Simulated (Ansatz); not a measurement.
# TaAl4V2Mo, from a guessed structure to a relaxed one, part 2 of 2

Starting from a made-up structure for TaAl4V2Mo, the aim is the relaxed cell, its shortest contacts and, where a second run follows, its electronic structure.

Ansatz 0.2.0; DFT, PBEsol, plane-wave PAW, files of the set soft_1, scalar-relativistic, ferromagnetic start, cell and ions relaxed at zero pressure; PAW set soft_1 (the session's first sound run).

So far: The starting structure; Relaxation of the guess. The relaxed cell has a = 3.799, c = 8.179 Å (conventional setting).

## 3. Electronic structure of the relaxed cell

A second self-consistent run takes a narrower smearing and the mesh shown in its input; the bands follow along the standard path of the relaxed lattice.

This step: DFT, PBEsol, plane-wave PAW, files of the set soft_1, scalar-relativistic, no spin, bands and density of states at the relaxed cell; PAW set soft_1 (Ansatz 0.2.0).

The input, input.yaml:

```yaml
crystal:
  lattice:
    - [3.7990831372, 0.0, 0.0]
    - [0.0, 3.7990831372, 0.0]
    - [0.0, 0.0, 8.1791989236]
  atoms:
    - { symbol: Ta, position: [0.5, 0.5, 0.5] }
    - { symbol: Mo, position: [0.0, 0.0, 0.0] }
    - { symbol: V, position: [0.0, 0.0, 0.5] }
    - { symbol: V, position: [0.5, 0.5, 0.0] }
    - { symbol: Al, position: [0.0, 0.5, 0.7530812952] }
    - { symbol: Al, position: [0.5, 0.0, 0.2469187048] }
    - { symbol: Al, position: [0.5, 0.0, 0.7530812952] }
    - { symbol: Al, position: [0.0, 0.5, 0.2469187048] }
kpoints:
  mp_grid: { grid: [8, 8, 4] }
  band_path:
    path:
      - [[0.0, 0.0, 0.0], [0.0, 0.5, 0.0], [0.5, 0.5, 0.0], [0.0, 0.0, 0.0], [0.0, 0.0, 0.5], [0.0, 0.5, 0.5], [0.5, 0.5, 0.5], [0.0, 0.0, 0.5]]
      - [[0.0, 0.5, 0.0], [0.0, 0.5, 0.5]]
      - [[0.5, 0.5, 0.0], [0.5, 0.5, 0.5]]
    npoints: 8
scf:
  occupations: { method: fermi_dirac, width: 0.03 }
  n_extra_bands: 12
hamiltonian:
  xc: pbesol
  pseudopotentials: { kind: paw, azcp: { folder: soft_1 }, xc_functional: pbe }
output:
  forces: true
  stress: true
  write_bands: true
  dos: { projected: true }
  write_density: true
  write_potential: true
  elf: true
  volumetric_format: npy
```

Started as:

```sh
$ ansatz run input.yaml --threads 4 --pin off --max-ram 10240MiB --backend cpu --events-out ev --progress --plain --runs-dir out
```

Numbers of over 12 decimals in the logs are rounded to 6 here.

Output:

```text
[...]
Crystal: 8 atoms, lattice volume = 118.051 Å³
Basis set: ecut = 420 eV, 2315 PW (Γ), exchange–correlation on 54×54×120 points (8 copies of the dense FFT grid, shifted against one another)
Bands: 45, of which v1, the nominal top of the filled ones, is band 33 counted from 1 (32 counted from 0)
Symmetry: 16 space group operations
[...]
k-points: 45 of 256
[...]
SCF iter   1: F=—  HF=-22590.025055 eV  |F-HF|=—  |Δ(HF+E_count)|=         —  Δρ=2.12e-1  dr2=2.79e2  ethr=3.10e-3  ⟨swp⟩=7.0  Hψ=8956  notcnv=0  defer=6
[...]
SCF iter  10: F=-22575.117297 eV  HF=-22575.117297 eV  |F-HF|=5.44e-8  |Δ(HF+E_count)|=   5.45e-8  Δρ=5.21e-6  dr2=5.91e-8  ethr=1.54e-10  ⟨swp⟩=15.4  Hψ=13402  notcnv=0
SCF 1 converged in 10 iterations: F = -22575.117297 eV  dr2 = 5.91e-8
[...]
NSCF: frozen V_eff on 75 k-points
SCF converged after 10 iterations
Free energy (F): -22575.117297 eV
[...]
Internal energy: -22575.099717 eV  (E = F + TS)
E sigma→0 (E₀):  -22575.108507 eV
Entropy (-TS):   -0.017580 eV (-2.198 meV/atom)
Fermi energy:    13.926354 eV
[...]
--- Forces (eV/Å), atoms counted from 1 ---
  atom   1  Ta     0.00000000     0.00000000     0.00000000
  atom   2  Mo     0.00000000     0.00000000     0.00000000
  atom   3  V      0.00000000     0.00000000     0.00000000
  atom   4  V     -0.00000000     0.00000000     0.00000000
  atom   5  Al     0.00000000     0.00000000     0.04135556
  atom   6  Al     0.00000000     0.00000000    -0.04135556
  atom   7  Al     0.00000000     0.00000000     0.04135556
  atom   8  Al     0.00000000     0.00000000    -0.04135556
  max |Σ_I F_I| component: 1.58e-29 eV/Å
--- Stress (GPa, compression-positive) ---
        0.211476       0.000000       0.000000
        0.000000       0.211476       0.000000
        0.000000       0.000000       0.025269
  P = ⅓ Tr σ = 0.1494 GPa (1.494 kbar)
--- Band table (eV; the first three rows and the last of 45) ---
  k-point 0: bands = [... 29 lower, 12.7950, 13.2033, 13.4508, 13.4508, 14.9998, 14.9998, 15.2850, 15.7850, ... 8 higher]
  k-point 1: bands = [... 29 lower, 12.9018, 13.2010, 14.2080, 14.2080, 14.4699, 15.0116, 15.0116, 15.7527, ... 8 higher]
  k-point 2: bands = [... 29 lower, 13.1156, 13.4072, 13.6340, 15.0099, 15.0099, 15.2592, 15.2592, 15.5125, ... 8 higher]
  k-point 44: bands = [... 29 lower, 12.1622, 12.3231, 12.3553, 14.4526, 14.5879, 14.7578, 15.4966, 15.4966, ... 8 higher]
```

Run time: 9 s. Hardware: 4 threads of Arm Neoverse V1, shared host; peak memory 0.62 GiB.

Numbers from this step:

```
free energy             : -22575.1173 eV
energy at zero smearing : -22575.1085 eV
smearing term TS        : 0.01758 eV
Fermi energy            : 13.93 eV
pressure                : 0.1494 GPa
```

bands.tsv at the labelled points (eV, zero at the Fermi level; the bands that come nearest the Fermi level along the path):

```tsv
point	band 29	band 30	band 31	band 32	band 33	band 34	band 35	band 36
Γ	-1.38	-1.13	-0.72	-0.48	-0.48	1.07	1.07	1.36
X	-1.29	-0.72	-0.20	-0.10	-0.05	0.05	0.12	0.27
M	-1.65	-1.58	-1.23	-1.23	0.15	0.34	0.53	0.66
Γ	-1.38	-1.13	-0.72	-0.48	-0.48	1.07	1.07	1.36
Z	-1.18	-0.81	-0.52	-0.29	1.08	1.08	1.33	1.33
R	-0.95	-0.92	-0.85	-0.83	-0.32	-0.11	-0.10	0.01
A	-2.04	-1.76	-1.60	-1.57	0.53	0.66	0.83	1.57
Z	-1.18	-0.81	-0.52	-0.29	1.08	1.08	1.33	1.33
X	-1.29	-0.72	-0.20	-0.10	-0.05	0.05	0.12	0.27
R	-0.95	-0.92	-0.85	-0.83	-0.32	-0.11	-0.10	0.01
M	-1.65	-1.58	-1.23	-1.23	0.15	0.34	0.53	0.66
A	-2.04	-1.76	-1.60	-1.57	0.53	0.66	0.83	1.57
```

Counts of states for the cell as run, both spins, by energy window (eV from the Fermi level): Near the top, bands beyond those computed are missing, so counts there can be too low.

```
from  to  total
  -8  -7   1.59
  -7  -6   1.56
  -6  -5   2.34
  -5  -4   2.67
  -4  -3   4.67
  -3  -2   6.86
  -2  -1   6.78
  -1   0   4.65
   0   1   7.87
   1   2   7.15
   2   3   4.21
```

Below -8 eV lie 33.7 more states.

ELF in the ac plane at fractional y = 0.000, with atoms of Mo and V and Al within 0.2 Å of it. It is the smooth field of the valence electrons, not physical close to the nuclei.

Ten even steps from '_' (0.05) to '@' (0.71), each cell a mean:
```
%%@@%%--..--****++::..++@@@@
@@%%++::::++##%%##==::--**%%
++==----++##%%%%%%##==::--==
::--==**####++==++####++----
====++**++::______--****++==
====++**--__..++__..==**++==
--==++**==..______::++**++==
::--==**##**==--==**##**==--
....::==##%%%%%%%%%%**--....
++==....==##%%%%%%**--..::==
@@%%++....++####**==..::**@@
@@@@##::..==****++--..--%%@@
@@@@**....==**##**--..::##@@
%%**--..--**%%%%##++::..==##
::....--**%%@@@@@@%%++::....
..::--**####******####++--::
--==++**++::____..--****++--
====++++--__..++__..==**++==
====****==..__..__::++**++==
----++**##++::..--++##**==--
------==**%%%%##%%##**--::--
%%##==::--**%%%%##++--::++##
@@@@##--::==**##**--..==%%@@
++%%@@==..--++**++::..**@@##
```
Columns run along a (3.8 Å), rows up along c (8.2 Å). Atoms in or near the plane, at fractional coordinates: Mo at (0.00, 0.00), V at (0.00, 0.50), Al at (0.50, 0.25), Al at (0.50, 0.75).

Valence density in the ac plane at fractional y = 0.000, with atoms of Mo and V and Al within 0.2 Å of it. It is the smooth field of the valence electrons, not physical close to the nuclei.

Ten steps, logarithmic in the rise over the least value, from '_' (0 e/Å³) to '@' (15 e/Å³), each cell a mean:
```
%%##**==::..........::++##%%
****++--::..........::--++**
==--::::..............::----
............................
............______..........
..........__________........
..........________..........
............................
::..........................
++==--................::--==
%%##++::..............--**%%
@@@@##--............::==##@@
@@%%**--............::==##%%
****==::..............::==**
--::::..................::::
............................
............______..........
..........__________........
..........________..........
............................
::::::................::::::
**++==::::..........::--==++
####**--::..........::==**##
%%%%##==::..........::++##%%
```
Columns run along a (3.8 Å), rows up along c (8.2 Å). Atoms in or near the plane, at fractional coordinates: Mo at (0.00, 0.00), V at (0.00, 0.50), Al at (0.50, 0.25), Al at (0.50, 0.75).

Electrostatic potential energy in the ac plane at fractional y = 0.000, with atoms of Mo and V and Al within 0.2 Å of it. With pseudopotentials it is smooth inside the atoms' cores, unlike the true potential.

Values in eV, 24 rows by 14 columns, each cell a mean:
```
-44 -44 -35  -9   7  14  16  16  16  13   5 -18 -39 -44
-36 -30 -16   2  10  14  15  15  14  13   9  -3 -20 -32
 -6  -2   5  10  11  11  10   9  10  11  11   9   3  -3
 12  12  12  11   8   2  -1  -1  -1   3   9  12  12  12
 15  15  14   9   1   0   8  11   6  -1   3  11  14  15
 16  16  14   7  -1   4  16  17  14   1   0  10  14  16
 16  15  14   9   0   1  12  15  10  -1   2  11  14  16
 14  14  14  12   6   0  -1   0  -1   1   8  13  14  14
  7   9  11  12  12   9   6   6   7  10  12  12  11   8
-15 -10   0  10  13  14  14  14  14  14  12   7  -3 -12
-27 -27 -20   0  11  15  16  16  16  14  10  -6 -23 -27
-24 -26 -26  -7   9  14  16  17  16  14   8 -14 -27 -26
-26 -27 -23  -4  10  15  16  16  16  14   9 -11 -25 -27
-24 -21 -10   6  12  15  15  15  15  14  12   2 -13 -22
  0   3   8  12  13  12  11  10  11  12  13  11   7   2
 13  13  13  12   9   4   0   0   1   5  10  13  13  13
 15  15  14  10   2  -1   5   8   3  -2   4  12  14  15
 16  16  14   7  -1   4  17  17  15   1   0  10  14  16
 16  15  14   8   0   2  13  15  10  -1   1  11  14  16
 14  14  13  11   5  -1   0   2   0   0   6  12  13  14
  5   7  10  11  11   8   4   3   5   9  11  11   9   6
-25 -19  -6   6  11  13  13  13  13  13  11   3 -10 -21
-43 -41 -29  -5   9  14  16  16  15  13   7 -12 -33 -42
-44 -44 -40 -13   6  13  16  17  16  12   3 -23 -42 -44
```
Columns run along a (3.8 Å; values clipped at the 3rd and 97th percentile), rows up along c (8.2 Å). Atoms in or near the plane, at fractional coordinates: Mo at (0.00, 0.00), V at (0.00, 0.50), Al at (0.50, 0.25), Al at (0.50, 0.75).

## 4. Outcome

* space group, relaxed: P4/mmm
* conventional cell: a = 3.799, b = 3.799, c = 8.179 Å; α = 90.0°, β = 90.0°, γ = 90.0°
* volume per atom: 14.76 Å³ (guess 14.98)
* total moment: 0.00 μB in the cell of 8 atoms

**Reading.** TaAl4V2Mo relaxes to P4/mmm with a = 3.799, b = 3.799 and c = 8.179 Å. The guessed volume was 2 % too large. The space group P4/mmm was held in the relaxation, so the end point is a stationary structure within it and may be a saddle against distortions or other arrangements. The moments died out from this one start and weren't seeded again at the relaxed cell. Bands cross the Fermi level, so it is a metal or semimetal at this level. The electron count is odd, which forces that without spin polarisation or a larger cell. On the 8×8×4 mesh with the narrower smearing (relaxed on 7×7×3) the largest force component is 0.041 eV/Å and the largest stress component is 0.211 GPa, against the relaxation's thresholds of 0.015 eV/Å and 0.05 GPa. The cutoff wasn't tested. Spin-orbit coupling is left out, which can matter for elements this heavy. No dispersion term is used, so weakly bound directions may come out too long. Nothing here tests whether the compound is stable against decomposition.

[Logs are printed without paths, hosts, clocks, repeated set-up lines and the standing remarks that a program may print on its own settings, such as how far it seeks lower states.]

[Hosts, paths, dates, database ids (printed as entryN), source tags and the programs' standing remarks are cut or masked in the printed files.]
